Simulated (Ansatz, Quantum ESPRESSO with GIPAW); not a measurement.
## Solid-state NMR of NaF (Villiaumite) by GIPAW

Wanted: NMR shieldings for each site of NaF (Villiaumite).

What was measured: 19F isotropic shift -224.2 ppm, in “NMR parameters in alkali, alkaline earth and rare earth fluorides from first principle calculations” (2011; arXiv:1105.1645). 19F isotropic shift -221 ppm, in “Calculation of NMR parameters in ionic solids by an improved self-consistent embedded cluster method” (Weber et al., Phys. Chem. Chem. Phys. 12, 583, 2010), quoting earlier work. Shifts are on the scales named with the reference lines below. The 23Na shift is 7.2 ppm against aqueous Na+, in “Influence of octahedral polymerization on 23Na and 27Al MAS NMR in alkali fluoroaluminates” (Dirken et al., American Mineralogist 77, 718, 1992).

Method: DFT, PBE, plane-wave PAW (pslibrary 1.0.0 recipes), scalar-relativistic, GIPAW; a patched development version of the program, in Quantum ESPRESSO with GIPAW 8.0dev (patched build).

### Step 1. Starting point

Symmetry: Fm-3m, No. 225, cubic system. Conventional cell: a = 4.640 Å, b = 4.640 Å, c = 4.640 Å, α = 90.00°, β = 90.00°, γ = 90.00°. Nearest to Na lie 6 F at 2.32 Å. Nearest to F lie 6 Na at 2.32 Å. Farther neighbours and most contacts between anions are not listed.

The cell is an entry of the Crystallography Open Database.

### Step 2. Ground state

GIPAW is a response on top of the ground state, so the wavefunctions come first. Their errors pass straight into the induced current, hence the tight threshold. No empty states are asked for: the response is solved without them. The mesh has a spacing of 0.40 Å⁻¹ at most. The PAW files were made with ld1.x from the pslibrary 1.0.0 recipes, with GIPAW reconstruction switched on (the recipe of F slightly mended, as the packaged one fails to give a sound file).

scf.in

```
&control
  calculation = 'scf'
  prefix = 'x'
  outdir = './tmp/'
  pseudo_dir = './'
/
&system
  ibrav = 0
  nat = 2
  ntyp = 2
  ecutwfc = 75
  ecutrho = 450
  nbnd = 8
/
&electrons
  conv_thr = 1.0d-10
  mixing_beta = 0.7
  electron_maxstep = 100
/
ATOMIC_SPECIES
  Na 22.990 Na.pbe-spn-kjpaw_psl.1.0.0-gipaw.UPF
  F 18.998 F.pbe-n-kjpaw_psl.1.0.0-gipaw.UPF
CELL_PARAMETERS angstrom
  0.00000000 2.32000000 2.32000000
  2.32000000 0.00000000 2.32000000
  2.32000000 2.32000000 0.00000000
ATOMIC_POSITIONS crystal
  Na 0.00000000 0.00000000 0.00000000
  F 0.50000000 0.50000000 0.50000000
K_POINTS automatic
  6 6 6 0 0 0
```

The run is started by

```bash
$ mpirun -np 4 pw.x -nk 4 -in scf.in > scf.out
```

Output:

```text
using ibrav=0 with symmetry is DISCOURAGED, use correct ibrav instead

     bravais-lattice index     =            0
     lattice parameter (alat)  =       6.2001  a.u.
     unit-cell volume          =     168.5352 (a.u.)^3
     number of atoms/cell      =            2
     number of atomic types    =            2
     number of electrons       =        16.00
     number of Kohn-Sham states=            8
     kinetic-energy cutoff     =      75.0000  Ry
     charge density cutoff     =     450.0000  Ry
     scf convergence threshold =      1.0E-10
     mixing beta               =       0.7000
     number of iterations used =            8  plain     mixing
     Exchange-correlation= SLA-PW-PBX-PBC
                           (   1   4   3   4   0   0   0)
[...]
Na                9.00    22.99000     Na( 1.00)
     F                 7.00    18.99800     F ( 1.00)

     48 Sym. Ops., with inversion, found
[...]
number of k points=    16
[...]
Dense  grid:    27317 G-vectors     FFT dimensions: (  45,  45,  45)

     Smooth grid:    14841 G-vectors     FFT dimensions: (  36,  36,  36)

     Initial potential from superposition of free atoms

     starting charge      15.9937, renormalised to      16.0000
     Starting wfcs are    9 randomized atomic wfcs

     Self-consistent Calculation

     iteration #  1     ecut=    75.00 Ry     beta= 0.70
     Davidson diagonalization with overlap
     ethr =  1.00E-02,  avg # of iterations =  1.0

     total energy              =    -168.70594619 Ry
     estimated scf accuracy    <       0.26706890 Ry

     iteration #  2     ecut=    75.00 Ry     beta= 0.70
     Davidson diagonalization with overlap
     ethr =  1.67E-03,  avg # of iterations =  3.7

     total energy              =    -168.79673363 Ry
     estimated scf accuracy    <       0.33535446 Ry

     iteration #  3     ecut=    75.00 Ry     beta= 0.70
     Davidson diagonalization with overlap
     ethr =  1.67E-03,  avg # of iterations =  2.0

     total energy              =    -168.85352085 Ry
     estimated scf accuracy    <       0.00274702 Ry

[...]
total energy              =    -168.85676408 Ry
[...]
iteration # 14     ecut=    75.00 Ry     beta= 0.70
     Davidson diagonalization with overlap
     ethr =  1.35E-11,  avg # of iterations =  2.1

     total energy              =    -168.85676408 Ry
     estimated scf accuracy    <          1.2E-09 Ry

     iteration # 15     ecut=    75.00 Ry     beta= 0.70
     Davidson diagonalization with overlap
     ethr =  7.72E-12,  avg # of iterations =  2.2

     End of self-consistent calculation
     [one-electron energies left out]

!    total energy              =    -168.85676408 Ry
     total all-electron energy =      -524.887916 Ry
     estimated scf accuracy    <          3.1E-11 Ry

     The total energy is the sum of the following terms:
     one-electron contribution =     -86.19687910 Ry
     hartree contribution      =      51.80156038 Ry
     xc contribution           =     -24.49091664 Ry
     ewald contribution        =     -83.63490864 Ry
     one-center paw contrib.   =     -26.33562008 Ry

     convergence has been achieved in  15 iterations
[...]
JOB DONE.
```

Wall time 3 s (4 MPI ranks of AMD EPYC 9R45, shared host); peak memory 0.28 GiB.

It converged in 15 cycles to an estimated accuracy of 3e-11 Ry, on 16 irreducible k-points.

### Step 3. Shieldings

A uniform field breaks periodicity, so gipaw.x applies it as a wave of small q and takes the limit. It solves for the first-order states, builds the induced current and gets the field at each nucleus by Biot–Savart; the PAW spheres add what the smooth waves miss near the nuclei. pawproj makes the reconstruction use the PAW data sets' own projectors.

nmr.in

```
&inputgipaw
  job = 'nmr'
  prefix = 'x'
  tmp_dir = './tmp/'
  restart_mode = 'from_scratch'
  verbosity = 'low'
  q_gipaw = 0.01
  spline_ps = .true.
  conv_threshold = 1.0d-14
  use_nmr_macroscopic_shape = .false.
  pawproj(1) = .true.
  pawproj(2) = .true.
/
```

The run is started by

```bash
$ mpirun -np 4 gipaw.x -in nmr.in > nmr.out
```

Output:

```text
[banner, memory and clock lines left out]
[a note of our patched build left out]

     Parallelizing q-star over 1 images

     IMPORTANT: XC functional enforced from input :
     Exchange-correlation= PBE
                           (   1   4   3   4   0   0   0)
     Any further DFT definition will be discarded
     Please, verify this is what you really want

[...]
alpha_pv=     94.2177 eV

     spline_ps is .false., expect some extrapolation errors

     q-space interpolation up to    90.00 Rydberg

     GIPAW job: nmr
     NMR macroscopic correction: no
[...]
Computing the magnetic susceptibility     isolve=0    ethr=  0.1000E-13
     Starting from scratch
     k-point #    1 of    16      pool #  1    cpu time:       0.5
[...]
End of magnetic susceptibility calculation

     f-sum rule (1st term):
           -11.9790         -0.0000         -0.0000
            -0.0000        -11.9790         -0.0000
            -0.0000         -0.0000        -11.9790

     f-sum rule (2nd term):
            -0.7604         -0.0000          0.0000
            -0.0000         -0.7604         -0.0000
            -0.0000         -0.0000         -0.7604

     f-sum rule (should be   -12.7375):
           -12.7394         -0.0000         -0.0000
            -0.0000        -12.7394         -0.0000
            -0.0000         -0.0000        -12.7394

[... susceptibilities left out ...]
     Contributions to the NMR chemical shifts: -------------------------------

     Macroscopic shape contribution in ppm:                    0.00
             0.0000          0.0000          0.0000
             0.0000          0.0000          0.0000
             0.0000          0.0000          0.0000

     Core contribution in ppm:

     Atom  1  Na  pos: (  0.000000  0.000000  0.000000)  core sigma:         377.27
     Atom  2  F   pos: (  0.707107  0.707107  0.707107)  core sigma:         306.42

     Bare contribution in ppm:

     Atom  1  Na  pos: (  0.000000  0.000000  0.000000)  bare sigma:         124.66
[...]
Atom  2  F   pos: (  0.707107  0.707107  0.707107)  bare sigma:         107.65
[...]
Diamagnetic contribution in ppm:

     Atom  1  Na  pos: (  0.000000  0.000000  0.000000)  dia sigma:         108.46
[...]
Atom  2  F   pos: (  0.707107  0.707107  0.707107)  dia sigma:          43.13
[...]
Paramagnetic contribution in ppm:

     Atom  1  Na  pos: (  0.000000  0.000000  0.000000)  para sigma:         598.19
[...]
Atom  2  F   pos: (  0.707107  0.707107  0.707107)  para sigma:         239.23
[...]
Paramagnetic US occ-occ contribution in ppm:

     Atom  1  Na  pos: (  0.000000  0.000000  0.000000)  para_oo sigma:          -2.74
[...]
Atom  2  F   pos: (  0.707107  0.707107  0.707107)  para_oo sigma:          -1.02
[...]
Paramagnetic US L_R Q_R contribution in ppm:

     Atom  1  Na  pos: (  0.000000  0.000000  0.000000)  para_lq sigma:        -669.74
[...]
Atom  2  F   pos: (  0.707107  0.707107  0.707107)  para_lq sigma:        -309.30
[...]
Total NMR chemical shifts in ppm: ---------------------------------------
     (adopting the Simpson convention for anisotropy and asymmetry)-----------

     Atom  1  Na  pos: (  0.000000  0.000000  0.000000)  Total sigma:         536.10
           536.0988         -0.0000          0.0000
            -0.0000        536.0988         -0.0000
             0.0000         -0.0000        536.0988

     Na      1    anisotropy:      0.00    eta:    0.0000
[...]
Atom  2  F   pos: (  0.707107  0.707107  0.707107)  Total sigma:         386.10
           386.0980          0.0000         -0.0000
             0.0000        386.0980         -0.0000
            -0.0000         -0.0000        386.0980

     F       2    anisotropy:     -0.00    eta:    0.0000
[...]
```

The job ended after 18 s (4 MPI ranks; peak memory 0.25 GiB).

The f-sum rule is met to 0.0019 of 12.7 (0.01 %). Converged shieldings require that this miss be small, but a small miss does not prove them.

From the symmetric part of each tensor, with principal values σ11 ≤ σ22 ≤ σ33: σ_iso is their mean, the span is σ33 − σ11 and the skew 3(σ_iso − σ22)/span. (gipaw.x prints an anisotropy in another convention.)

```
site  atom no.  atoms in cell  σ_iso (ppm)  span (ppm)  skew
  Na         1              1        536.1         0.0     -
   F         2              1        386.1         0.0     -
```

The macroscopic shape term is switched off. For a spherical sample the valence susceptibility of this run would add about 7 ppm to every site, a rough estimate, since the susceptibility converges slowly and lacks part of the PAW terms. Differences within the crystal don't depend on it, but shieldings of different compounds can't be compared to better than a few ppm without it.

Na and F sit on cubic site symmetry, where the tensor must be isotropic.

The quadrupolar nuclei (23Na) sit on sites where the field gradient vanishes by symmetry, so they have no quadrupolar coupling.

### Step 4. Sites, surroundings and shifts

A shielding is counted from the bare nucleus and a shift from a reference compound, with the opposite sign. A fitted line does better than one reference, as its slope takes up part of the functional's error.

To turn shieldings into shifts, lines fitted to measured solids are used. 19F: δ = (116.8 − σ) / 1.164, zero at CFCl3, fitted to 6 measured values, from BaF2, CdF2, KF, LiF, MgF2 and ZnF2, with a scatter of 6.6 ppm r.m.s. (this compound left out) (CaF2 fall off this line, as semilocal functionals put their cations' empty d or f shells too low, and are left out), on σ without the shape term. Kinds of site that fitted badly were split off after the misses were seen, so the scatter is that of the points kept.

Covalently bonded atoms count as neighbours within 1.18 times the sum of their radii. Otherwise a cation's neighbours lie within 1.2 times its shortest bond (1.3 for large cations, each anion's radius taken off where they differ), and an anion's are the cations that count it.

```
site  atom no.  atoms in cell  surroundings  bonds (Å)  δ_iso (ppm)
  Na         1              1          NaF6      2.320            -
   F         2              1  bound to Na6      2.320       -231.3
```

Simulated spectrum, 19F MAS at 40 kHz, 11.7 T (468.9 MHz), lines broadened by 2 ppm; rigid lattice, with dipolar and J couplings left out: a single narrow line at -231.3 ppm.

### Step 5. What the settings change

Each row names what was changed: another mesh tests the sampling of the zone; another functional shows how far the paramagnetic term hangs on the exchange-correlation form; another cutoff tests the basis.

Changes of σ_iso (ppm) against the run above (PBE, cutoffs 75 and 450 Ry, mesh 6×6×6, 80 s). Times are CPU times of pw.x and gipaw.x together, on 4 MPI ranks of AMD EPYC 9R45, shared host; on a shared host they are rough.

```
                                      run  CPU time  f-sum miss     Na      F
                               mesh 8×8×8   2.2 min      0.0019   +0.0   +0.1
                                      LDA      79 s      0.0019  -10.1  -14.2
cutoffs 55 and 330 Ry (coarse on purpose)      55 s       0.013   -2.6   +0.5
           mesh 4×4×4 (coarse on purpose)      47 s      0.0058   -0.6   -4.3
                                 Wu-Cohen      86 s      0.0018   -1.2   -2.8
                    cutoffs 90 and 540 Ry      98 s      2.0e-4   +1.5   -0.2
```

The largest move is -14.2 ppm, on F, from LDA.

### Step 6. A bad input

For contrast, the same job on a spoilt input.

Edit nmr.in of step 3 so:

```diff
@@ -6,3 +6,3 @@
   verbosity = 'low'
-  q_gipaw = 0.01
+  q_gipaw = 0.2
   spline_ps = .true.
```

Output:

```text
[banner, memory and clock lines left out]
[a note of our patched build left out]

     Parallelizing q-star over 1 images

     IMPORTANT: XC functional enforced from input :
     Exchange-correlation= PBE
                           (   1   4   3   4   0   0   0)
     Any further DFT definition will be discarded
     Please, verify this is what you really want

[...]
alpha_pv=     94.2177 eV

     spline_ps is .false., expect some extrapolation errors

     q-space interpolation up to    90.00 Rydberg

     GIPAW job: nmr
     NMR macroscopic correction: no
[...]
Computing the magnetic susceptibility     isolve=0    ethr=  0.1000E-13
     Starting from scratch
     k-point #    1 of    16      pool #  1    cpu time:       0.5
     ATTENTION: ik=   1  ibnd=  2  eigenvalues differ too much!
       -18.4331    -18.6902
     ATTENTION: ik=   1  ibnd=  5  eigenvalues differ too much!
       -18.2532    -17.9571
     ATTENTION: ik=   1  ibnd=  6  eigenvalues differ too much!
         0.7214      0.3141
[...]
Paramagnetic contribution in ppm:

     Atom  1  Na  pos: (  0.000000  0.000000  0.000000)  para sigma:         597.54
[...]
Atom  2  F   pos: (  0.707107  0.707107  0.707107)  para sigma:         230.78
[...]
Paramagnetic US occ-occ contribution in ppm:

     Atom  1  Na  pos: (  0.000000  0.000000  0.000000)  para_oo sigma:          -2.64
[...]
Atom  2  F   pos: (  0.707107  0.707107  0.707107)  para_oo sigma:          -0.89
[...]
Paramagnetic US L_R Q_R contribution in ppm:

     Atom  1  Na  pos: (  0.000000  0.000000  0.000000)  para_lq sigma:        -669.74
[...]
Atom  2  F   pos: (  0.707107  0.707107  0.707107)  para_lq sigma:        -309.30
[...]
Total NMR chemical shifts in ppm: ---------------------------------------
     (adopting the Simpson convention for anisotropy and asymmetry)-----------

     Atom  1  Na  pos: (  0.000000  0.000000  0.000000)  Total sigma:         535.15
[...]
Na      1    anisotropy:     -0.00    eta:    0.0000
[...]
Atom  2  F   pos: (  0.707107  0.707107  0.707107)  Total sigma:         375.07
[...]
F       2    anisotropy:     -0.00    eta:    0.0000
[...]
```

Elapsed: 18 s, on 4 MPI ranks; peak memory 0.26 GiB; 72 s of CPU time.

The run ends without an error, but the fault (a field wave vector far too long) moves σ_iso of F by -11.0 ppm (both without the shape term); the f-sum rule is missed by 0.0044 electrons. Its numbers are not to be used. The field is then no longer uniform over the cell, and the limit q → 0 is not reached.

### Step 7. Calculated and measured

```
                 quantity  site  measured  calculated  difference
19F isotropic shift (ppm)     F    -224.2      -231.3        -7.1
19F isotropic shift (ppm)     F      -221      -231.3       -10.3
```

Without a fitted line the measured shift still tests the calculation: for an exact theory σ + δ is one number for all compounds of a nucleus, up to the shape term, which is left out of σ and differs by some ppm between compounds.

```
nucleus, site  σ_iso (ppm)  measured δ (ppm)  σ + δ (ppm)  σ + δ of other compounds, same level
     23Na, Na        536.1               7.2        543.3                 NaCl 545.4, NaI 538.5
```

### Step 8. What came out

| Item | Value |
| --- | --- |
| 19F shift | -231.3 ppm |
| 23Na shielding without shape term | 536.1 ppm |

**Reading.** 19F has one site (bound to Na6), with isotropic shift -231.3 ppm. For 23Na, σ + δ is 543.3 ppm here and 542.0 ppm on average over 2 other sites: with that reference and slope one the shift would be off by -1.3 ppm. Verdict on the shifts: 19F good, missed by 10.3 ppm at most, 1.6 times the scatter of its line. Going to mesh 8×8×8 changes no isotropic shielding by more than 0.13 ppm, so the main run is converged in that respect. Going to cutoffs 90 and 540 Ry changes no isotropic shielding by more than 1.5 ppm, a first measure of the error left in that respect. The cheaper run with cutoffs 55 and 330 Ry takes about 70 % of the time and is off by 0.51 ppm on F, and by 2.6 ppm at most. The largest change with the functional is 14.2 ppm in absolute shielding; part of that drops out once each functional has its own reference line. This build of gipaw.x prints that it is not audited and that its numbers are no references by themselves. It also reports spline_ps as false although the input sets it; why was not traced.

[Banner, clock, file and message-heading lines were taken out of the pw.x and gipaw.x logs.]

[Logs are printed without paths, hosts, clocks, repeated set-up lines and the standing remarks that a program may print on its own settings, such as how far it seeks lower states.]

[Hosts, paths, dates, database ids (printed as entryN), source tags and the programs' standing remarks are cut or masked in the printed files.]

[Where no reference line passes its bar on scatter, no shift is given, so a measured shift of this compound may stand uncompared.]
